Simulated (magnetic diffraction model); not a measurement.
## YbMg3 below its ordering temperature

Space group P4/mmm (no. 123), a = 4.9390 Å, c = 4.1910 Å.

```csv
site,atom,x,y,z
1b,Yb,0,0,1/2
1d,Mg,1/2,1/2,1/2
2f,Mg,1/2,0,0
```

This is a made-up structure (elements placed in a structure type, unrelaxed), so the numbers test the method and describe no known phase.

Only Yb is taken to order (form factors of Yb3+); orders and moment sizes are assumed, and not adapted to the symmetry. Radiation: neutrons of λ = 1.8 Å, 5° to 75°; isotropic B of 0.42 Å² (Yb) and 0.67 Å² (Mg). Simulated constant-wavelength pattern: nuclear and magnetic terms add, the magnetic one as |2.695 fm × Σ f S⊥ exp(2πi Q·r) exp(−B s²)|², summed over all Q at one angle with the factor 1/(sin²θ cos θ). For collinear order S is the moment m, which repeats by lattice and centring translations R with the sign exp(−2πi k·R). Free-ion form factors, Sears's scattering lengths of 1992, no absorption; a label names one of the reflections at its angle. The strongest nuclear line in the range is 100, and lines under 0.2 are left out.

Above the ordering temperature:

```
2θ (°)    index      I
 21.00  (1 0 0)   10.2
 24.80  (0 0 1)    3.7
 29.87  (1 1 0)    5.2
 32.72  (1 0 1)    8.7
 39.20  (1 1 1)  100.0
 42.75  (2 0 0)   42.5
 48.09  (2 1 0)    4.3
 50.05  (2 0 1)    4.0
 50.87  (0 0 2)   15.5
 54.85  (2 1 1)    6.9
 55.62  (1 0 2)    3.4
 60.12  (1 1 2)    3.0
 62.05  (2 2 0)   22.1
 66.28  (3 0 0)    1.3
 67.88  (2 2 1)    2.5
 68.57  (2 0 2)   37.7
 70.37  (3 1 0)    2.4
 71.94  (3 0 1)    2.3
 72.60  (2 1 2)    4.5
```

Below it (cell unchanged):

```tsv
2θ (°)	I
21.00	19.1
24.80	6.3
29.87	9.4
32.72	14.9
39.20	104.2
42.75	44.4
48.09	7.2
50.05	6.5
50.87	16.0
54.85	11.0
55.62	5.1
60.12	4.5
62.05	22.9
66.28	2.0
67.88	3.7
68.57	38.8
70.37	3.5
71.94	3.4
72.60	6.5
```

**Question.** Find the propagation vector, then choose among these models:
A. collinear moments along [010], 3 μB on Yb
B. collinear moments along [101], 3 μB on Yb
C. collinear moments along [110], 3 μB on Yb

No line moves, and magnetic intensity falls on nuclear lines such as the one at 21.00°, so the magnetic cell equals the chemical primitive cell: k = 0.

Magnetic intensity, observed (below minus above) and for each model:

| 2θ (°) | index | observed | A | B | C |
| --- | --- | --- | --- | --- | --- |
| 21.00 | (1 0 0) | 8.9 | 6.3 | 8.9 | 6.3 |
| 24.80 | (0 0 1) | 2.6 | 4.4 | 2.6 | 4.4 |
| 29.87 | (1 1 0) | 4.2 | 3.0 | 4.2 | 3.0 |
| 32.72 | (1 0 1) | 6.2 | 7.7 | 6.2 | 7.7 |
| 42.75 | (2 0 0) | 1.9 | 1.3 | 1.9 | 1.3 |
| 48.09 | (2 1 0) | 2.9 | 2.0 | 2.9 | 2.0 |
| 55.62 | (1 0 2) | 1.7 | 2.6 | 1.7 | 2.6 |
| 60.12 | (1 1 2) | 1.5 | 2.0 | 1.5 | 2.0 |

Model B matches.

The structure used: k = (0 0 0), collinear moments along [101], 3 μB on Yb.

[Logs are printed without paths, hosts, clocks, repeated set-up lines and the standing remarks that a program may print on its own settings, such as how far it seeks lower states.]
